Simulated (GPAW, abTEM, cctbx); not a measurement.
# Cd3Sn: the scripts behind a bonding study

Short scripts, each with its output. The cell comes from substitution in a known structure type and wasn't matched to any measured phase.

## 1. Relax the structure

```text
cell
1.0
     0.000000000    0.000000000    5.041000000
     6.352000000    0.000000000    0.000000000
    -3.176000000    5.500993365    0.000000000
Sn Cd
2 6
Direct
0.750000000 0.333333333 0.666666667
0.250000000 0.666666667 0.333333333
0.250000000 0.174900004 0.349800009
0.250000000 0.174900004 0.825099996
0.250000000 0.650199991 0.825099996
0.750000000 0.825099995 0.650199991
0.750000000 0.825099996 0.174900004
0.750000000 0.349800009 0.174900004
```

```python
from ase.constraints import FixSymmetry
from ase.filters import FrechetCellFilter
from ase.io import read, write
from ase.optimize import BFGS
from ase.parallel import parprint
from gpaw import GPAW, PW, FermiDirac

atoms = read("start.vasp")
atoms.set_constraint(FixSymmetry(atoms))
atoms.calc = GPAW(mode=PW(570), xc="PBE", kpts={"size": (4, 4, 4), "gamma": True},
                 occupations=FermiDirac(0.1), maxiter=120, symmetry={"tolerance": 1e-5}, txt="relax.txt")
BFGS(FrechetCellFilter(atoms), maxstep=0.15).run(fmax=0.03, steps=40)
parprint("cell  %.4f %.4f %.4f  %.2f %.2f %.2f" % tuple(atoms.cell.cellpar()))
parprint("volume %.3f A^3, largest force %.3f eV/A, largest stress %.2f GPa" % (atoms.get_volume(), abs(atoms.get_forces()).max(), 160.218 * abs(atoms.get_stress()).max()))
atoms.set_constraint()
write("relaxed.vasp", atoms, direct=True)
```

```console
$ OMP_NUM_THREADS=1 mpirun -n 4 gpaw python run.py > gpaw.log
```

```text
      Step        Energy          fmax
BFGS:    0      -12.689083        1.059957
BFGS:    1      -12.770226        0.996693
BFGS:    2      -13.223674        0.479369
BFGS:    3      -13.275283        0.314648
BFGS:    4      -13.283874        0.241351
BFGS:    5      -13.287992        0.201673
BFGS:    6      -13.297118        0.121283
BFGS:    7      -13.306014        0.080896
BFGS:    8      -13.311140        0.048138
BFGS:    9      -13.312094        0.034402
BFGS:   10      -13.312077        0.030956
BFGS:   11      -13.312095        0.034933
BFGS:   12      -13.312114        0.041613
BFGS:   13      -13.312260        0.043779
BFGS:   14      -13.312596        0.034669
BFGS:   15      -13.312985        0.014402
cell  5.2855 6.5420 6.5420  120.00 90.00 90.00
volume 195.900 A^3, largest force 0.002 eV/A, largest stress 0.09 GPa
```

Time: 5.4 min on 4 cores of Intel(R) Xeon(R) Platinum 8488C (Sapphire Rapids) (shared host), peak memory 1.6 GiB.

## 2. Build the all-electron density and subtract free atoms

```text
cell
1.0
     0.000000000    0.000000000    5.285465350
     6.541990150    0.000000000    0.000000000
    -3.270995070    5.665529660    0.000000000
Sn Cd
2 6
Direct
0.750000000 0.333333330 0.666666670
0.250000000 0.666666670 0.333333330
0.250000000 0.163694650 0.327389300
0.250000000 0.163694650 0.836305350
0.250000000 0.672610700 0.836305350
0.750000000 0.836305350 0.672610700
0.750000000 0.836305350 0.163694650
0.750000000 0.327389300 0.163694650
```

```python
import numpy as np
from ase.io import read
from ase.units import Bohr
from gpaw import GPAW, PW, FermiDirac
from gpaw.calculator import GPAW as OldGPAW
from gpaw.mpi import serial_comm, world
from scipy.special import erfc
from scipy.spatial import cKDTree

atoms = read("cell.vasp")
atoms.calc = GPAW(mode=PW(450), xc="PBE", kpts={"size": (5, 4, 4), "gamma": True},
                 occupations=FermiDirac(0.1), maxiter=120, symmetry={"tolerance": 1e-5}, txt="scf.txt")
atoms.get_potential_energy()
rho = atoms.calc.get_all_electron_density(gridrefinement=2)
moments = atoms.get_magnetic_moments() if atoms.calc.get_number_of_spins() == 2 else np.zeros(len(atoms))
total = atoms.get_magnetic_moment() if moments.any() else 0.0
if world.rank == 0:
    free = OldGPAW(mode=PW(450), xc="PBE", txt=None, communicator=serial_comm)
    neutral = atoms.copy()
    neutral.set_initial_magnetic_moments(None)
    free.initialize(neutral)
    free.set_positions(neutral)
    drho = rho - free.get_all_electron_density(gridrefinement=2)
    # GPAW starts from confined atoms: exchange their smooth part for that of the datasets' free atoms
    h = np.stack(np.meshgrid(*[np.fft.fftfreq(n, 1 / n) for n in drho.shape], indexing="ij"), -1)
    gabs = np.linalg.norm(h @ atoms.cell.reciprocal(), axis=-1)
    tails = np.fft.fftn(free.get_pseudo_density(gridrefinement=2))
    g, form, v0 = np.linspace(0, gabs.max(), 1500), {}, 0
    for e in set(atoms.symbols):
        idx = atoms.symbols.search(e)
        d = free.setups[idx[0]].data
        r, w = d.rgd.r_g * Bohr, d.rgd.r_g**2 * d.rgd.dr_g
        j0 = np.sinc(2 * g[:, None] * r)
        smooth = sum(f * p**2 for f, p in zip(d.f_j, d.phit_jg)) + np.sqrt(4 * np.pi) * d.nct_g
        full = sum(f * p**2 for f, p in zip(d.f_j, d.phi_jg)) + np.sqrt(4 * np.pi) * d.nc_g
        phase = sum(np.exp(-2j * np.pi * h @ s) for s in atoms.get_scaled_positions()[idx])
        tails -= np.interp(gabs, g, j0 @ (smooth * w)) * phase * drho.size / atoms.get_volume()
        form[e] = j0 @ (full * w)
        v0 += 2 * np.pi / 3 * 14.3996 * (full * w * r**2).sum() * len(idx)  # V A^3
    tails *= 0.5 * erfc((gabs - 1.8) / 0.25)  # the tails differ at long wavelengths alone
    drho += np.fft.ifftn(tails).real  # crystal minus superposed spherical free atoms
    np.save("drho.npy", drho)
    dv = atoms.get_volume() / drho.size
    print("grid", drho.shape, " electrons %.3f" % (rho.sum() * dv), " moved by bonding %.3f e" % (abs(drho).sum() * dv / 2))
    pts = np.indices(drho.shape).reshape(3, -1).T / drho.shape @ atoms.cell
    shifts = (np.indices((3, 3, 3)).reshape(3, -1).T - 1) @ atoms.cell
    images = (atoms.positions[None] + shifts[:, None]).reshape(-1, 3)
    dist, idx = cKDTree(images).query(pts, k=4)
    out = drho.ravel()[dist[:, 0] > 0.5]
    print("deformation density beyond 0.5 A of the nuclei: max %.3f, min %.3f e/A^3" % (out.max(), out.min()))
    tie = dist < dist[:, :1] + 1e-4
    q = -np.bincount((idx % len(atoms))[tie], (drho.ravel()[:, None] / tie.sum(1, keepdims=True) * tie)[tie], len(atoms)) * dv
    print("atom        x       y       z   Voronoi charge  moment")
    for a, s, c, m in zip(atoms, atoms.get_scaled_positions(), q, moments):
        print("%-2s%-3d %7.4f %7.4f %7.4f %10.3f %10.2f" % (a.symbol, a.index + 1, *s, c, m))
    np.savez("free.npz", g=g, **form)
    print("mean inner potential of superposed free atoms %.3f V" % (v0 / atoms.get_volume()))
    print("total magnetic moment %.3f muB" % total)
```

```console
$ OMP_NUM_THREADS=1 mpirun -n 4 gpaw python run.py > gpaw.log
```

```text
grid (54, 70, 70)  electrons 388.000  moved by bonding 1.221 e
deformation density beyond 0.5 A of the nuclei: max 0.020, min -0.052 e/A^3
atom        x       y       z   Voronoi charge  moment
Sn1    0.7500  0.3333  0.6667     -0.127       0.00
Sn2    0.2500  0.6667  0.3333     -0.127       0.00
Cd3    0.2500  0.1637  0.3274      0.042       0.00
Cd4    0.2500  0.1637  0.8363      0.042       0.00
Cd5    0.2500  0.6726  0.8363      0.042       0.00
Cd6    0.7500  0.8363  0.6726      0.042       0.00
Cd7    0.7500  0.8363  0.1637      0.042       0.00
Cd8    0.7500  0.3274  0.1637      0.042       0.00
mean inner potential of superposed free atoms 18.402 V
total magnetic moment 0.000 muB
```

Time: 27 s.

## 3. Fourier-transform the difference

```python
from cctbx import adptbx, crystal, miller, xray
from cctbx.eltbx import tiny_pse
import numpy as np

cs = crystal.symmetry(unit_cell=(6.542, 6.542, 5.2855, 90, 90, 120), space_group_symbol='Hall: -P 6c 2c')  # P6_3/mmc
atoms = [  # label, site, U (iso, or U11 U22 U33 U12 U13 U23 in A^2), occupancy
    ("Sn1", (1/3, 2/3, 0.75), 0.0000, 1),
    ("Cd1", (0.16369, 0.32739, 0.25), 0.0000, 1),
]
xs = xray.structure(crystal_symmetry=cs)
for label, site, u, occ in atoms:
    u = adptbx.u_cif_as_u_star(cs.unit_cell(), u) if isinstance(u, tuple) else u
    xs.add_scatterer(xray.scatterer(label, site=site, u=u, occupancy=occ))
xs.scattering_type_registry(table="wk1995")
drho = np.load("drho.npy")
T = np.array([[0, 1, 0], [0, 0, 1], [1, 0, 0]])  # conventional axes in terms of the primitive ones
dF = np.fft.ifftn(drho) * 195.89964  # electrons a conventional cell, indexed by primitive hkl
ms = miller.build_set(cs, anomalous_flag=False, d_min=0.9).sort("resolution")
iam = ms.structure_factors_from_scatterers(xs, algorithm="direct").f_calc()
p1 = xs.expand_to_p1()
z = np.array([tiny_pse.table(sc.scattering_type).atomic_number() for sc in p1.scatterers()])
x = np.array(p1.sites_frac())
free = np.load("free.npz")
print("static structure factors of the conventional cell: F in electrons, V (Mott-Bethe) in volts")
print("   h  k  l      d  |F| table  |F| free   |F| DFT   change   |V| free  |V| DFT  change %")
for h, d, table in list(zip(ms.indices(), ms.d_spacings().data(), iam.data()))[:16]:
    df = dF[tuple(np.rint(np.linalg.solve(T, h)).astype(int))]
    phase = np.exp(2j * np.pi * x @ h)
    f = sum(np.interp(1 / d, free["g"], free[sc.scattering_type]) * p for sc, p in zip(p1.scatterers(), phase))
    fz = (z * phase).sum()
    c = 14.3996 * d * d / (np.pi * cs.unit_cell().volume())
    v0, v1 = abs(fz - f) * c, abs(fz - f - df) * c
    print("%4d%3d%3d %7.4f %9.3f %9.3f %9.3f %8.3f %9.3f %8.3f %8s" % (h + (d, abs(table), abs(f), abs(f + df), abs(f + df) - abs(f), v0, v1, "%.1f" % (100 * (v1 / v0 - 1)) if v0 > 0.02 else "-")))
```

```console
$ python run.py
```

```text
static structure factors of the conventional cell: F in electrons, V (Mott-Bethe) in volts
   h  k  l      d  |F| table  |F| free   |F| DFT   change   |V| free  |V| DFT  change %
   1  0  0  5.6655     4.261     4.299     4.197   -0.102     0.055    0.021    -61.4
   1  0  1  3.8648     5.685     5.676     5.856    0.179     0.469    0.407    -13.3
   1  1  0  3.2710     3.022     3.051     3.203    0.152     0.313    0.275    -12.2
   2  0  0  2.8328   162.537   162.468   162.208   -0.260     5.882    5.930      0.8
   0  0  2  2.6427   319.338   319.122   318.546   -0.576    11.255   11.349      0.8
   2  0  1  2.4968   271.712   271.476   270.948   -0.528     9.363    9.440      0.8
   1  0  2  2.3950     3.597     3.546     3.528   -0.018     0.091    0.093      2.6
   2  1  0  2.1414    11.036    11.067    11.051   -0.016     0.367    0.368      0.5
   1  1  2  2.0557     3.113     3.202     3.186   -0.016     0.109    0.110      1.5
   2  1  1  1.9847     2.719     2.635     2.639    0.004     0.084    0.084     -0.4
   2  0  2  1.9324   143.351   143.160   143.116   -0.044     4.424    4.428      0.1
   3  0  0  1.8885     2.746     2.827     2.812   -0.015     0.073    0.074      1.7
   3  0  1  1.7784    15.334    15.310    15.321    0.011     0.457    0.456     -0.2
   1  0  3  1.6824     5.137     5.180     5.157   -0.023     0.122    0.123      1.3
   2  1  2  1.6638    10.184    10.197    10.182   -0.015     0.278    0.279      0.4
   2  2  0  1.6355   265.866   265.546   265.790    0.244     7.588    7.573     -0.2
```

Time: 0.32 s on 1 core of Intel(R) Xeon(R) Platinum 8488C (Sapphire Rapids) (shared host), peak memory 0.08 GiB.

## 4. Scan a probe

```python
import abtem
import numpy as np
from ase.build import make_supercell
from ase.io import read

abtem.config.set({"dask.lazy": False, "fft": "fftw", "diagnostics.progress_bar": False})
M = [[1, 0, 0], [0, -1, -2], [0, 1, 0]]  # rows: x, y and beam direction in the primitive cell's axes
unit = make_supercell(read("cell.vasp"), M)
unit.set_cell(list(unit.cell.lengths()) + [90, 90, 90], scale_atoms=True)
unit.positions[:, 2] += 0.8177  # keeps atomic planes off the slice boundaries
unit.wrap()
slab = unit * (3, 2, 6)
print(slab.get_chemical_formula(), "| box %.2f x %.2f x %.2f A" % tuple(slab.cell.lengths()))

# change of the potential by bonding, from the DFT deformation density (Poisson's equation term by term)
drho = np.load("drho.npy")
prim = read("cell.vasp")
h = np.stack(np.meshgrid(*[np.fft.fftfreq(n, 1 / n) for n in drho.shape], indexing="ij"), -1).reshape(-1, 3).astype(int)
g2 = ((h @ prim.cell.reciprocal()) ** 2).sum(1)
keep = (g2 > 0) & (g2 < 2.5**2)
shape = (38, 81, 40)
vg = np.zeros(shape, complex)
hm = h[keep] @ np.array(M).T
move = np.exp(-2j * np.pi * hm[:, 2] * (0.8177 / unit.cell[2, 2] - 0.5 / shape[2]))  # the same shift, sampled at mid-points
vg[tuple(hm.T % np.array(shape)[:, None])] = -14.3996 / np.pi * (np.fft.fftn(drho).ravel() / drho.size)[keep] / g2[keep] * move
dV = np.fft.ifftn(vg).real * vg.size
dV = dV.reshape(38, 81, 4, 10).mean(3) * unit.cell[2, 2] / 4  # V A, projected in each slice
dV = np.tile(dV.transpose(2, 0, 1), (6, 3, 2))


def build(atoms):
    p = abtem.Potential(atoms, gpts=(114, 162), slice_thickness=[slab.cell[2, 2] / 24] * 24,
                        parametrization="lobato", projection="infinite", exit_planes=12).build()
    p.array[:] += BONDING * dV
    return p


sigmas = {'Sn': 0.076, 'Cd': 0.077}  # r.m.s. displacement along each axis, A
u = np.array([sigmas[s] for s in slab.symbols])[:, None]
rng = np.random.default_rng(930)


def potentials():
    for _ in range(2):  # frozen phonons, one configuration at a time
        atoms = slab.copy()
        atoms.positions += u * rng.standard_normal((len(atoms), 3))
        atoms.wrap()
        yield build(atoms)


for label, BONDING in (("IAM", 0.0), ("DFT", 1.0)):
    print("=====", label)
    rng = np.random.default_rng(930)  # the same displacements for both
    potential = build(slab)
    print("grid", potential.gpts, "slices", potential.num_slices)
    thickness = potential.exit_thicknesses
    probe = abtem.Probe(energy=100000, semiangle_cutoff=18)
    probe.grid.match(potential)
    print("wavelength %.5f A, largest angle on the grid %.0f mrad" % (probe.wavelength, min(probe.cutoff_angles)))
    detectors = {"ABF": (9, 18), "BF": (0, 9), "LAADF": (22, 58)}  # mrad
    columns = [  # name, x, y (A)
        ("SnCd", 3.964, 7.537),
        ("Cd2", 1.321, 6.593),
        ("void", 0.440, 2.361),
    ]
    scan = abtem.GridScan(start=(0.0000, 0.0000), end=(5.2855, 11.3311), gpts=(11, 23), endpoint=False)
    dets = [abtem.AnnularDetector(*v) for v in detectors.values()] + [abtem.PixelatedDetector(max_angle=27)]
    runs = [probe.scan(p, scan=scan, detectors=dets, max_batch=32) for p in potentials()]
    out = [sum(x[1:], x[0]) / len(x) for x in zip(*runs)]
    images = dict(zip(detectors, out))
    images["iCOM"] = out[-1].center_of_mass().integrate_gradient()
    np.save(label + "_pacbed.npy", out[-1].array.mean(axis=(1, 2)))
    print("PACBED pixel %.3f x %.3f mrad" % out[-1].angular_sampling)
    for name, im in images.items():
        im = im.interpolate(sampling=0.1, boundary="periodic").gaussian_filter(0.35)
        np.save(label + "_" + name + ".npy", im.array)
        print(name, "signal at the columns" + (", fraction of the beam" if name in detectors else ""))
        print("  t (A)     mean" + "".join("%10s" % c[0][:9] for c in columns))
        for t, a in list(zip(thickness, im.array))[1:]:
            at = [a[round((x - 0.0000) / im.sampling[0]) % a.shape[0], round((y - 0.0000) / im.sampling[1]) % a.shape[1]] for _, x, y in columns]
            print("%7.1f %8.5f" % (t, a.mean()) + "".join("%10.5f" % v for v in at))
```

```console
$ python run.py
```

```text
Cd432Sn144 | box 15.86 x 22.66 x 39.25 A
===== IAM
grid (114, 162) slices 24
wavelength 0.03701 A, largest angle on the grid 88 mrad
PACBED pixel 2.334 x 1.633 mrad
ABF signal at the columns, fraction of the beam
  t (A)     mean      SnCd       Cd2      void
   19.6  0.59693   0.33415   0.34166   0.66327
   39.3  0.55033   0.42597   0.40068   0.63449
BF signal at the columns, fraction of the beam
  t (A)     mean      SnCd       Cd2      void
   19.6  0.20406   0.09176   0.10184   0.26769
   39.3  0.19357   0.10640   0.08155   0.25000
LAADF signal at the columns, fraction of the beam
  t (A)     mean      SnCd       Cd2      void
   19.6  0.13418   0.38738   0.39102   0.04223
   39.3  0.15412   0.22322   0.26750   0.07310
iCOM signal at the columns
  t (A)     mean      SnCd       Cd2      void
   19.6  0.03307   0.08077   0.08108   0.01228
   39.3  0.03307   0.05982   0.05873   0.00776
===== DFT
grid (114, 162) slices 24
wavelength 0.03701 A, largest angle on the grid 88 mrad
PACBED pixel 2.334 x 1.633 mrad
ABF signal at the columns, fraction of the beam
  t (A)     mean      SnCd       Cd2      void
   19.6  0.59637   0.33371   0.34048   0.66288
   39.3  0.54908   0.42542   0.40075   0.63393
BF signal at the columns, fraction of the beam
  t (A)     mean      SnCd       Cd2      void
   19.6  0.20392   0.09173   0.10184   0.26756
   39.3  0.19325   0.10672   0.08230   0.24901
LAADF signal at the columns, fraction of the beam
  t (A)     mean      SnCd       Cd2      void
   19.6  0.13468   0.38777   0.39179   0.04256
   39.3  0.15543   0.22361   0.26778   0.07418
iCOM signal at the columns
  t (A)     mean      SnCd       Cd2      void
   19.6  0.03423   0.08191   0.08330   0.01294
   39.3  0.03423   0.06080   0.06152   0.00805
```

Time: 24 s.

[Outputs are excerpts: Python notices, other lines and further rows are left out; steps that failed or that the build refused (PBEsol, TPSS) are not shown.]

[Logs are printed without paths, hosts, clocks, repeated set-up lines and the standing remarks that a program may print on its own settings, such as how far it seeks lower states.]
